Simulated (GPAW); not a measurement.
Two runs for the O K edge of atom 2 in HfO2 (Fm-3m). Run A: GPAW, RPBE, full core hole (charged cell), 18-atom cell with 6.3 Å between holes, 4×5×5 k points, dipole transitions, Gaussian full width 0.9 eV up to 4 eV, rising linearly to 3.5 eV at 25 eV, without spin-orbit coupling. Run B differs in one choice.

Energy from the lowest empty level; intensity scaled to a mean of 1 over the first 20 eV:

| E (eV) | A | B |
| --- | --- | --- |
| -2.0 | 0.00 | 0.00 |
| -1.4 | 0.00 | 0.00 |
| -0.8 | 0.02 | 0.01 |
| -0.2 | 0.47 | 0.44 |
| 0.4 | 1.57 | 1.63 |
| 1.0 | 0.80 | 0.93 |
| 1.6 | 0.19 | 0.24 |
| 2.2 | 0.34 | 0.11 |
| 2.8 | 1.65 | 0.70 |
| 3.4 | 2.97 | 2.25 |
| 4.0 | 2.79 | 3.11 |
| 4.6 | 1.81 | 2.41 |
| 5.2 | 1.14 | 1.65 |
| 5.8 | 0.86 | 1.16 |
| 6.4 | 0.76 | 0.90 |
| 7.0 | 0.68 | 0.70 |
| 7.6 | 0.74 | 0.56 |
| 8.2 | 1.02 | 0.62 |
| 8.8 | 1.20 | 0.89 |
| 9.4 | 1.03 | 1.15 |
| 10.0 | 0.69 | 1.10 |
| 10.6 | 0.51 | 0.84 |
| 11.2 | 0.63 | 0.67 |
| 11.8 | 0.89 | 0.72 |
| 12.4 | 1.08 | 0.91 |
| 13.0 | 1.09 | 1.04 |
| 13.6 | 1.00 | 1.04 |
| 14.2 | 0.87 | 0.95 |
| 14.8 | 0.79 | 0.85 |
| 15.4 | 0.76 | 0.79 |
| 16.0 | 0.78 | 0.77 |
| 16.6 | 0.81 | 0.78 |
| 17.2 | 0.82 | 0.79 |
| 17.8 | 0.77 | 0.78 |
| 18.4 | 0.70 | 0.73 |
| 19.0 | 0.66 | 0.67 |
| 19.6 | 0.67 | 0.63 |
| 20.2 | 0.73 | 0.64 |
| 20.8 | 0.83 | 0.70 |
| 21.4 | 0.92 | 0.79 |
| 22.0 | 0.99 | 0.89 |
| 22.6 | 1.00 | 0.98 |
| 23.2 | 0.94 | 1.02 |
| 23.8 | 0.81 | 0.99 |
| 24.4 | 0.66 | 0.89 |
| 25.0 | 0.53 | 0.75 |
| 25.6 | 0.43 | 0.61 |
| 26.2 | 0.37 | 0.50 |
| 26.8 | 0.34 | 0.41 |
| 27.4 | 0.35 | 0.37 |
| 28.0 | 0.37 | 0.35 |
| 28.6 | 0.40 | 0.35 |
| 29.2 | 0.43 | 0.38 |
| 29.8 | 0.46 | 0.41 |
| 30.4 | 0.49 | 0.44 |
| 31.0 | 0.54 | 0.46 |
| 31.6 | 0.60 | 0.48 |

**Question.** What was changed?
a) the volume of the cell
b) the broadening
c) the k mesh of the field
d) the k mesh of the spectrum

(a): run B changes the volume scale from 1 to 0.94. The scaled spectrum changes by 25 % r.m.s. The highest intensity below 16 eV goes from 3.6 eV (3.11) to 4.0 eV (3.11). Other settings could leave a like mark; this is the one that was changed.

[Hosts, paths, dates, database ids (printed as entryN), source tags and the programs' standing remarks are cut or masked in the printed files.]

[Lists of maxima count a maximum above −3 eV only where it reaches 4 % of the highest in the window and stands out from its surroundings by 2 % of it (1.5 % where it reaches 55 %); shoulders and weaker maxima are passed over, and of the rest the first, up to two pre-edge ones and the few strongest are named.]
